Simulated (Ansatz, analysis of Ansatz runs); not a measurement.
# MgH2 (Pbcn), nudged elastic band: V_H hop (2.6 Å) (q = +1), part 2 of 2

Aim: the barrier of one jump in MgH2 (Pbcn) at charge +1: V_H hop (2.6 Å). The model is a cell of 96 host atoms with 1 H taken out; H is the atom that moves.

Ansatz 0.2.0; plane-wave PAW DFT, PBEsol; nudged elastic band between two relaxed defect structures at fixed charge in a uniform background.

So far: The starting structure; Relaxation of the start point, charge +1; Relaxation of the end point, charge +1.

**4. Nudged elastic band, charge +1**

3 movable images are laid between the ends on a pair-potential path, which keeps atoms from colliding in the first guess. Each image feels the true force across the path and a spring force along it. The highest image is set to climb to the top of the path.

This step: plane-wave PAW DFT, PBEsol; nudged elastic band between two relaxed defect structures at fixed charge in a uniform background.

qp1_c96k1s.neb/input.yaml reads:

```yaml
crystal:
  lattice:
    - [8.95206302, 0.0, 0.0]
    - [0.0, 10.78733776, 0.0]
    - [0.0, 0.0, 9.78929049]
  atoms:
    - { symbol: Mg, position: [0.24922953, 0.41589525, 0.37402621] }
    - { symbol: Mg, position: [0.0055242, 0.33237457, 0.11907253] }
    - { symbol: Mg, position: [0.2508283, 0.08538972, 0.12635674] }
    - { symbol: Mg, position: [0.00146637, 0.16371541, 0.37491282] }
    - { symbol: H, position: [0.36649959, 0.44929051, 0.2117323] }
    - { symbol: H, position: [0.11341321, 0.30425534, 0.28902692] }
    - { symbol: H, position: [0.38443316, 0.30441584, 0.46207247] }
    - { symbol: H, position: [0.13583615, 0.44945382, 0.03948925] }
    - { symbol: H, position: [0.3663421, 0.05390978, 0.46236091] }
    - { symbol: H, position: [0.115737, 0.19570529, 0.03732882] }
    - { symbol: H, position: [0.38555796, 0.19946067, 0.21205377] }
    - { symbol: H, position: [0.13640088, 0.05302427, 0.28962857] }
    - { symbol: Mg, position: [0.2482332, 0.41557218, 0.87682098] }
    - { symbol: Mg, position: [-4.205e-05, 0.33484322, 0.62514751] }
    - { symbol: Mg, position: [0.24486555, 0.07905957, 0.62492376] }
    - { symbol: Mg, position: [-0.0012795, 0.16369754, 0.87313867] }
    - { symbol: H, position: [0.36361917, 0.44528189, 0.71049993] }
    - { symbol: H, position: [0.11439086, 0.30312019, 0.78919346] }
    - { symbol: H, position: [0.38507334, 0.30232067, 0.96058542] }
    - { symbol: H, position: [0.13340466, 0.44818134, 0.53832937] }
    - { symbol: H, position: [0.36507637, 0.05074854, 0.96393014] }
    - { symbol: H, position: [0.11523918, 0.19716178, 0.53964762] }
    - { symbol: H, position: [0.37707576, 0.1850328, 0.72107046] }
    - { symbol: H, position: [0.13224103, 0.04984563, 0.78953371] }
    - { symbol: Mg, position: [0.2528931, 0.91430498, 0.37351999] }
    - { symbol: Mg, position: [0.000468, 0.8372451, 0.12738806] }
    - { symbol: Mg, position: [0.25172011, 0.58605629, 0.12582716] }
    - { symbol: Mg, position: [-0.00064331, 0.66569463, 0.37553658] }
    - { symbol: H, position: [0.36807345, 0.94844002, 0.21162851] }
    - { symbol: H, position: [0.11266559, 0.80444306, 0.29253024] }
    - { symbol: H, position: [0.38530926, 0.80023947, 0.46010663] }
    - { symbol: H, position: [0.13609697, 0.94745138, 0.04153401] }
    - { symbol: H, position: [0.37198244, 0.54903459, 0.46262085] }
    - { symbol: H, position: [0.11678019, 0.69866083, 0.04373682] }
    - { symbol: H, position: [0.38643117, 0.69833578, 0.20952387] }
    - { symbol: H, position: [0.13618783, 0.55489968, 0.29124443] }
    - { symbol: Mg, position: [0.2506892, 0.91475214, 0.8774659] }
    - { symbol: Mg, position: [0.00382261, 0.83791236, 0.62683287] }
    - { symbol: Mg, position: [0.25042616, 0.58592435, 0.62404247] }
    - { symbol: Mg, position: [0.00781852, 0.66691525, 0.87963643] }
    - { symbol: H, position: [0.36325868, 0.94483742, 0.71102325] }
    - { symbol: H, position: [0.11951749, 0.8023216, 0.78979339] }
    - { symbol: H, position: [0.38703434, 0.80264957, 0.9597231] }
    - { symbol: H, position: [0.13399956, 0.9465776, 0.53542961] }
    - { symbol: H, position: [0.36572301, 0.55257687, 0.96011242] }
    - { symbol: H, position: [0.11229868, 0.69627387, 0.54062574] }
    - { symbol: H, position: [0.38622101, 0.69588005, 0.70942472] }
    - { symbol: H, position: [0.13488984, 0.55220817, 0.78825447] }
    - { symbol: Mg, position: [0.77116329, 0.41014316, 0.35104234] }
    - { symbol: Mg, position: [0.49965352, 0.33763848, 0.1243063] }
    - { symbol: Mg, position: [0.7517298, 0.08526852, 0.12609261] }
    - { symbol: Mg, position: [0.50061552, 0.16613698, 0.37497915] }
    - { symbol: H, position: [0.87621289, 0.45311135, 0.19611613] }
    - { symbol: H, position: [0.61324671, 0.30854959, 0.29312853] }
    - { symbol: H, position: [0.88241101, 0.30214272, 0.46072119] }
    - { symbol: H, position: [0.63615236, 0.44820872, 0.03676119] }
    - { symbol: H, position: [0.86461594, 0.05354453, 0.46189233] }
    - { symbol: H, position: [0.61699872, 0.19900639, 0.04301613] }
    - { symbol: H, position: [0.88193837, 0.2028554, 0.21295882] }
    - { symbol: H, position: [0.63743103, 0.05597256, 0.29172613] }
    - { symbol: Mg, position: [0.74796696, 0.41450709, 0.87045705] }
    - { symbol: Mg, position: [0.47441809, 0.31601249, 0.63693523] }
    - { symbol: Mg, position: [0.74904612, 0.08526922, 0.62604974] }
    - { symbol: Mg, position: [0.50241022, 0.15974273, 0.8832595] }
    - { symbol: H, position: [0.85305742, 0.44556075, 0.69881496] }
    - { symbol: H, position: [0.60904047, 0.30115472, 0.78845282] }
    - { symbol: H, position: [0.88524998, 0.30383511, 0.95678462] }
    - { symbol: H, position: [0.86503144, 0.05304514, 0.96144462] }
    - { symbol: H, position: [0.61560967, 0.20643083, 0.54246299] }
    - { symbol: H, position: [0.88308563, 0.19848438, 0.70997892] }
    - { symbol: H, position: [0.63444265, 0.05159688, 0.78979689] }
    - { symbol: Mg, position: [0.74991385, 0.91546196, 0.37663508] }
    - { symbol: Mg, position: [0.50098379, 0.83630818, 0.1238353] }
    - { symbol: Mg, position: [0.75106932, 0.58956903, 0.11792576] }
    - { symbol: Mg, position: [0.5011834, 0.66454439, 0.37107089] }
    - { symbol: H, position: [0.86588096, 0.94910242, 0.21366887] }
    - { symbol: H, position: [0.61637227, 0.80274736, 0.2891905] }
    - { symbol: H, position: [0.87827447, 0.79757989, 0.46743494] }
    - { symbol: H, position: [0.63546908, 0.94874398, 0.03887731] }
    - { symbol: H, position: [0.852952, 0.54868855, 0.46135291] }
    - { symbol: H, position: [0.61484164, 0.69929784, 0.03634953] }
    - { symbol: H, position: [0.88418729, 0.69779219, 0.21199592] }
    - { symbol: H, position: [0.63993401, 0.54926681, 0.28789388] }
    - { symbol: Mg, position: [0.75159632, 0.91390593, 0.87550824] }
    - { symbol: Mg, position: [0.49851826, 0.83472589, 0.62460528] }
    - { symbol: Mg, position: [0.7625568, 0.60432791, 0.63281036] }
    - { symbol: Mg, position: [0.49973146, 0.66464257, 0.87341964] }
    - { symbol: H, position: [0.86558857, 0.94795454, 0.71102807] }
    - { symbol: H, position: [0.62050891, 0.79896401, 0.78517968] }
    - { symbol: H, position: [0.88677434, 0.80292379, 0.96310982] }
    - { symbol: H, position: [0.63363442, 0.94782677, 0.54006528] }
    - { symbol: H, position: [0.86198986, 0.55559262, 0.95142223] }
    - { symbol: H, position: [0.61060104, 0.68931044, 0.54043784] }
    - { symbol: H, position: [0.89439145, 0.70420771, 0.71844902] }
    - { symbol: H, position: [0.63063511, 0.55126939, 0.77863] }
total_charge: 1
basis:
  ecutwfc: 420
  xc_grid: 2
hamiltonian:
  xc: pbesol
kpoints:
  mp_grid: { grid: [1, 1, 1], shift: [0.25, 0.25, 0.25] }
scf:
  occupations: { method: fixed }
  max_iter: 120
output:
  forces: true
neb:
  images: 3
  f_tol: 0.04
  climbing: true
  initial_path: idpp
  max_iterations: 45
  order_check: false
  final_atoms:
    - { symbol: Mg, position: [0.25293838, 0.41586084, 0.37413804] }
    - { symbol: Mg, position: [0.00149236, 0.33771243, 0.12672307] }
[... 11 atom lines left out ...]
    - { symbol: Mg, position: [0.0270758, 0.31610577, 0.61416155] }
[... 34 atom lines left out ...]
    - { symbol: Mg, position: [0.75319818, 0.41446208, 0.38058529] }
[... 5 atom lines left out ...]
    - { symbol: H, position: [0.89203385, 0.30115412, 0.46304913] }
[... 5 atom lines left out ...]
    - { symbol: Mg, position: [0.73021108, 0.41028304, 0.89995062] }
    - { symbol: Mg, position: [0.50120344, 0.33496963, 0.62583644] }
[... 2 atom lines left out ...]
    - { symbol: H, position: [0.64847194, 0.44532901, 0.55232506] }
    - { symbol: H, position: [0.61855253, 0.30268074, 0.79031286] }
[... 2 atom lines left out ...]
    - { symbol: H, position: [0.61869934, 0.1990176, 0.54061332] }
[... 10 atom lines left out ...]
    - { symbol: H, position: [0.87025216, 0.5516127, 0.47150009] }
[... 5 atom lines left out ...]
    - { symbol: Mg, position: [0.73878121, 0.60445427, 0.61780051] }
[... 6 atom lines left out ...]
    - { symbol: H, position: [0.60672897, 0.70431962, 0.53246498] }
[... 1 atom line left out ...]
    - { symbol: H, position: [0.64835382, 0.5491422, 0.78942781] }
```

Command:

```
$ ansatz run input.yaml --threads 4 --pin off --max-ram 14131MiB --backend cpu --events-out ev --progress --plain --runs-dir out
```

Numbers of over 12 decimals in the logs are rounded to 6 here.

Log:

```text
[...]
Warning: neb: disabling space-group detection — the band's intermediate images generally break the endpoint symmetry, so the full k-mesh is solved, and no spatial operation symmetrises the density, except that a semilocal band can use its path's symmetry [...]
[...]
parallel-image band execution: 3 concurrent image workers
NEB image 0
Crystal: 95 atoms, lattice volume = 945.341 Å³
Basis set: ecut = 420 eV, 18469 PW (Γ), exchange–correlation on 120×150×144 points (8 copies of the dense FFT grid, shifted against one another)
Bands: 286, of which v1, the nominal top of the filled ones, is band 191 counted from 1 (190 counted from 0)
Symmetry: 1 space group operations
k-points: 1
[...]
SCF iter   1: F=—  HF=-62192.875811 eV  |F-HF|=—  |Δ(HF+E_count)|=         —  Δρ=8.87e-3  dr2=6.16e-1  ethr=1.77e-3  ⟨swp⟩=6.0  Hψ=792  notcnv=0  defer=93
[...]
SCF iter   7: F=-62192.625117 eV  HF=-62192.625117 eV  |F-HF|=1.53e-10  |Δ(HF+E_count)|=   5.44e-7  Δρ=1.00e-6  dr2=1.76e-8  ethr=2.62e-11  ⟨swp⟩=4.0  Hψ=735  notcnv=0
SCF 1 converged in 7 iterations: F = -62192.625117 eV  dr2 = 1.76e-8
[...]
NSCF: frozen V_eff on 1 k-points
NEB image 4
SCF iter   1: F=—  HF=-62192.879395 eV  |F-HF|=—  |Δ(HF+E_count)|=         —  Δρ=8.88e-3  dr2=6.18e-1  ethr=1.77e-3  ⟨swp⟩=6.0  Hψ=934  notcnv=0  defer=93
[...]
SCF iter   7: F=-62192.625674 eV  HF=-62192.625674 eV  |F-HF|=1.80e-9  |Δ(HF+E_count)|=   6.88e-7  Δρ=1.18e-6  dr2=1.84e-8  ethr=2.62e-11  ⟨swp⟩=4.0  Hψ=735  notcnv=0
SCF 2 converged in 7 iterations: F = -62192.625674 eV  dr2 = 1.84e-8
[...]
NEB end point (image 0): max|allowed force component| = 6.030e-3 eV/Å (the criterion of neb.relax_end_points is 1.000e-2)
NEB end point (image 4): max|allowed force component| = 7.766e-3 eV/Å (the criterion of neb.relax_end_points is 1.000e-2)
NEB image 1
SCF iter   1: F=—  HF=-62192.614564 eV  |F-HF|=—  |Δ(HF+E_count)|=         —  Δρ=8.86e-3  dr2=6.13e-1  ethr=1.77e-3  ⟨swp⟩=6.0  Hψ=792  notcnv=0  defer=93
[...]
SCF iter   7: F=-62192.364194 eV  HF=-62192.364194 eV  |F-HF|=9.60e-10  |Δ(HF+E_count)|=   3.20e-7  Δρ=9.02e-7  dr2=1.47e-8  ethr=2.62e-11  ⟨swp⟩=4.0  Hψ=735  notcnv=0
SCF 3 converged in 7 iterations: F = -62192.364194 eV  dr2 = 1.47e-8
NEB image 2
SCF iter   1: F=—  HF=-62192.340901 eV  |F-HF|=—  |Δ(HF+E_count)|=         —  Δρ=8.83e-3  dr2=6.00e-1  ethr=1.77e-3  ⟨swp⟩=5.0  Hψ=793  notcnv=0  defer=92
[...]
SCF iter   7: F=-62192.091811 eV  HF=-62192.091811 eV  |F-HF|=1.05e-9  |Δ(HF+E_count)|=   6.28e-8  Δρ=7.41e-7  dr2=9.42e-9  ethr=2.62e-11  ⟨swp⟩=4.0  Hψ=728  notcnv=0
SCF 4 converged in 7 iterations: F = -62192.091811 eV  dr2 = 9.42e-9
NEB image 3
SCF iter   1: F=—  HF=-62192.612111 eV  |F-HF|=—  |Δ(HF+E_count)|=         —  Δρ=8.85e-3  dr2=6.10e-1  ethr=1.77e-3  ⟨swp⟩=4.0  Hψ=791  notcnv=0  defer=93
[...]
SCF iter   7: F=-62192.361406 eV  HF=-62192.361406 eV  |F-HF|=3.13e-10  |Δ(HF+E_count)|=   2.57e-7  Δρ=9.67e-7  dr2=1.51e-8  ethr=2.62e-11  ⟨swp⟩=4.0  Hψ=735  notcnv=0
SCF 5 converged in 7 iterations: F = -62192.361406 eV  dr2 = 1.51e-8
NEB iter   1: max|band force component| = 6.119e-1 eV/Å  barrier→ = 0.5333 eV  barrier← = 0.5339 eV  Δτ_max = 0.1956 Å  (35 SCF iters)
[...]
NEB iter   2: max|band force component| = 6.162e-1 eV/Å  barrier→ = 0.5236 eV  barrier← = 0.5242 eV  Δτ_max = 0.0955 Å  (19 SCF iters)
[...]
NEB iter   3: max|band force component| = 1.175e-1 eV/Å  barrier→ = 0.3512 eV  barrier← = 0.3518 eV  CI = image 2  Δτ_max = 0.0306 Å  (18 SCF iters)
[...]
NEB iter   4: max|band force component| = 3.150e-2 eV/Å  barrier→ = 0.3487 eV  barrier← = 0.3493 eV  CI = image 2  Δτ_max = 0.0392 Å  (15 SCF iters)
[...]
NEB iter   5: max|band force component| = 6.602e-2 eV/Å  barrier→ = 0.3488 eV  barrier← = 0.3493 eV  CI = image 2  Δτ_max = 0.0196 Å  (5 SCF iters)
[...]
NEB iter   6: max|band force component| = 2.908e-2 eV/Å  barrier→ = 0.3473 eV  barrier← = 0.3478 eV  CI = image 2  Δτ_max = 0.0000 Å  (15 SCF iters)
SCF converged after 5 iterations
Free energy (F): -62192.277840 eV
[...]
Internal energy: -62192.277840 eV  (E = F + TS)
E sigma→0 (E₀):  -62192.277840 eV
Fermi energy:    2.146160 eV
[...]
--- Forces (eV/Å), atoms counted from 1 ---
  atom   1  Mg    -0.00991485    -0.00442090    -0.00344007
  atom   2  Mg    -0.00215442     0.00570994     0.00936380
  [... 11 atoms left out ...]
  atom  14  Mg    -0.00187542     0.00504129    -0.00437023
  [... 34 atoms left out ...]
  atom  49  Mg    -0.00355392    -0.00584431    -0.00370576
  [... 5 atoms left out ...]
  atom  55  H      0.01103842    -0.02381500    -0.00772557
  [... 5 atoms left out ...]
  atom  61  Mg     0.01385378    -0.00639769     0.01317424
  atom  62  Mg    -0.00461146    -0.00669383    -0.01068116
  [... 2 atoms left out ...]
  atom  65  H     -0.02171712    -0.01494064     0.02938571
  atom  66  H      0.00055882    -0.00721929    -0.00606381
  [... 13 atoms left out ...]
  atom  80  H      0.01177916     0.02659068    -0.00220987
  [... 5 atoms left out ...]
  atom  86  Mg    -0.00023209    -0.00249750    -0.00388834
  [... 8 atoms left out ...]
  atom  95  H      0.00622894    -0.00524451    -0.02216275
  max |Σ_I F_I| component: 1.10e-5 eV/Å
--- Band table (eV) ---
[...]
this run last wrote the band of iteration 6 to <dir>; this run last wrote the band within `neb.f_tol` of iteration 4 to <dir>
--- NEB band (5 images, 6 band iterations, 107 SCF iterations) ---
  forward barrier  = 0.347278 eV
  backward barrier = 0.347834 eV
  climbing image's point = of an order that was not read
  energies are F+E_penalty+E_count in eV, relative to image 0
  image     s (Å)  Δ vs image 0  max|band force component| (eV/Å)
      0    0.0000      0.000000                                 —
      1    0.7051      0.140118                          1.554e-2
  *   2    1.4100      0.347278                          2.908e-2
      3    2.1144      0.140424                          2.198e-2
      4    2.8189     -0.000556                                 —
  climbing-image geometry (image 2):
  cell:  # Å, volume = 945.3413 Å³
    - [8.95206302, 0.0, 0.0]
    - [0.0, 10.78733776, 0.0]
    - [0.0, 0.0, 9.78929049]
  atoms:
    - { symbol: Mg, position: [0.251024, 0.413912, 0.375970] }
    - { symbol: Mg, position: [0.001886, 0.335013, 0.120698] }
    - { symbol: Mg, position: [0.250623, 0.087628, 0.125368] }
    - { symbol: Mg, position: [0.001846, 0.160086, 0.369009] }
    - { symbol: H, position: [0.367462, 0.449275, 0.213991] }
    - { symbol: H, position: [0.117706, 0.302026, 0.286270] }
    - { symbol: H, position: [0.393526, 0.308009, 0.466474] }
    - { symbol: H, position: [0.133554, 0.449386, 0.036834] }
    - { symbol: H, position: [0.369073, 0.054181, 0.462582] }
    - { symbol: H, position: [0.114868, 0.198724, 0.034998] }
    - { symbol: H, position: [0.386514, 0.198506, 0.215804] }
    - { symbol: H, position: [0.137698, 0.051525, 0.287292] }
    - { symbol: Mg, position: [0.250082, 0.413686, 0.875000] }
    - { symbol: Mg, position: [0.000231, 0.325800, 0.614452] }
    - { symbol: Mg, position: [0.250644, 0.083478, 0.625464] }
    - { symbol: Mg, position: [-0.003023, 0.166969, 0.872491] }
    - { symbol: H, position: [0.371222, 0.447285, 0.710895] }
    - { symbol: H, position: [0.108067, 0.307647, 0.784662] }
    - { symbol: H, position: [0.382977, 0.301533, 0.965042] }
    - { symbol: H, position: [0.129593, 0.447485, 0.540087] }
    - { symbol: H, position: [0.363708, 0.051158, 0.963668] }
    - { symbol: H, position: [0.118390, 0.194381, 0.534101] }
    - { symbol: H, position: [0.383208, 0.194104, 0.716665] }
    - { symbol: H, position: [0.132520, 0.054293, 0.788425] }
    - { symbol: Mg, position: [0.253174, 0.915809, 0.374214] }
    - { symbol: Mg, position: [0.001053, 0.836866, 0.126106] }
    - { symbol: Mg, position: [0.250615, 0.583844, 0.125306] }
    - { symbol: Mg, position: [0.003520, 0.667048, 0.374638] }
    - { symbol: H, position: [0.366931, 0.948923, 0.210897] }
    - { symbol: H, position: [0.114784, 0.805293, 0.290949] }
    - { symbol: H, position: [0.384390, 0.801723, 0.461029] }
    - { symbol: H, position: [0.133994, 0.949153, 0.039993] }
    - { symbol: H, position: [0.367000, 0.550887, 0.462736] }
    - { symbol: H, position: [0.116984, 0.698402, 0.042197] }
    - { symbol: H, position: [0.384569, 0.697992, 0.208314] }
    - { symbol: H, position: [0.136782, 0.552938, 0.290578] }
    - { symbol: Mg, position: [0.247986, 0.915715, 0.876791] }
    - { symbol: Mg, position: [0.004221, 0.836366, 0.625049] }
    - { symbol: Mg, position: [0.250453, 0.586062, 0.625584] }
    - { symbol: Mg, position: [0.005355, 0.665356, 0.879839] }
[...]
- { symbol: Mg, position: [0.769336, 0.415542, 0.369109] }
    - { symbol: Mg, position: [0.499250, 0.335064, 0.130051] }
    - { symbol: Mg, position: [0.750673, 0.084965, 0.125440] }
    - { symbol: Mg, position: [0.504273, 0.167195, 0.378479] }
[...]
- { symbol: Mg, position: [0.731696, 0.415801, 0.881714] }
    - { symbol: Mg, position: [0.501225, 0.325958, 0.636848] }
    - { symbol: Mg, position: [0.750603, 0.080865, 0.625456] }
    - { symbol: Mg, position: [0.499284, 0.159988, 0.882075] }
[...]
- { symbol: Mg, position: [0.750805, 0.914258, 0.375114] }
    - { symbol: Mg, position: [0.500060, 0.836836, 0.124750] }
    - { symbol: Mg, position: [0.750475, 0.588879, 0.125451] }
    - { symbol: Mg, position: [0.495692, 0.665428, 0.371005] }
[...]
- { symbol: Mg, position: [0.750317, 0.914300, 0.875925] }
    - { symbol: Mg, position: [0.496838, 0.836284, 0.625795] }
    - { symbol: Mg, position: [0.750773, 0.602562, 0.625300] }
    - { symbol: Mg, position: [0.497656, 0.667252, 0.876293] }
    - { symbol: H, position: [0.866517, 0.945888, 0.711596] }
    - { symbol: H, position: [0.619750, 0.799883, 0.785280] }
    - { symbol: H, position: [0.885664, 0.801695, 0.961394] }
    - { symbol: H, position: [0.634704, 0.945902, 0.539507] }
    - { symbol: H, position: [0.861559, 0.550517, 0.953525] }
    - { symbol: H, position: [0.604524, 0.691493, 0.539615] }
    - { symbol: H, position: [0.897085, 0.691197, 0.711097] }
    - { symbol: H, position: [0.637351, 0.557760, 0.792216] }
```

Elapsed: 3 min, on 4 threads of Arm Neoverse V2, shared host; peak memory 3.9 GiB; 9.5 min of CPU time.

Images along the path:

```csv
image,path (Å),energy (eV),"H65: x, y, z (Å)"
0,0.000,0.0000,"7.637, 4.806, 6.841"
1,0.705,0.1401,"7.183, 4.594, 6.511"
2,1.410,0.3473,"6.729, 4.524, 6.113"
3,2.114,0.1404,"6.260, 4.594, 5.735"
4,2.819,-0.0006,"5.805, 4.804, 5.407"
```

Read from the output:

* free energy: -62192.2778 eV
* barrier forward: 0.3473 eV
* barrier backward: 0.3478 eV
* end less start: -5.56e-4 eV
* hop length: 2.326 Å

Track of the atom that was set to move:

```
image  x (Å)  y (Å)  z (Å)  nearest neighbour  distance (Å)
    0  7.637  4.806  6.841                 Mg         1.917
    1  7.183  4.594  6.511                 Mg         1.983
    2  6.729  4.524  6.113                 Mg         1.976
    3   6.26  4.594  5.735                 Mg         1.982
    4  5.805  4.804  5.407                 Mg         1.917
```

The band met its tolerance of 0.04 eV/Å after 6 iterations, with image 2 on top (the start counts as 0). H65, which moves farthest between the ends, has 3 Mg at 1.92 to 2.00 Å nearest at the start and 1 Mg at 1.98 Å at the top.

**5. Results**

| Quantity | Value |
| --- | --- |
| barrier forward | 0.35 eV |
| barrier backward | 0.35 eV |
| end less start | 0.00 eV |
| hop length | 2.33 Å |
| band iterations, as the log counts them | 6 |

In words: The top of the band lies 0.35 eV above the start and 0.35 eV above the end, which are alike in energy and neighbours. For hydrogen, zero-point energy and tunnelling change the rate much, so no rate follows from this barrier alone. The order of the top as a saddle was not checked for all atoms, so a bent path could be lower. No image-charge correction is applied; it largely cancels along a path if the charge stays localised alike. Limits: one k-point off the zone centre stands for the whole zone; periodic copies of the defect are only 9.0 Å apart.

[Logs are printed without paths, hosts, clocks, repeated set-up lines and the standing remarks that a program may print on its own settings, such as how far it seeks lower states.]

[Hosts, paths, dates, database ids (printed as entryN), source tags and the programs' standing remarks are cut or masked in the printed files.]
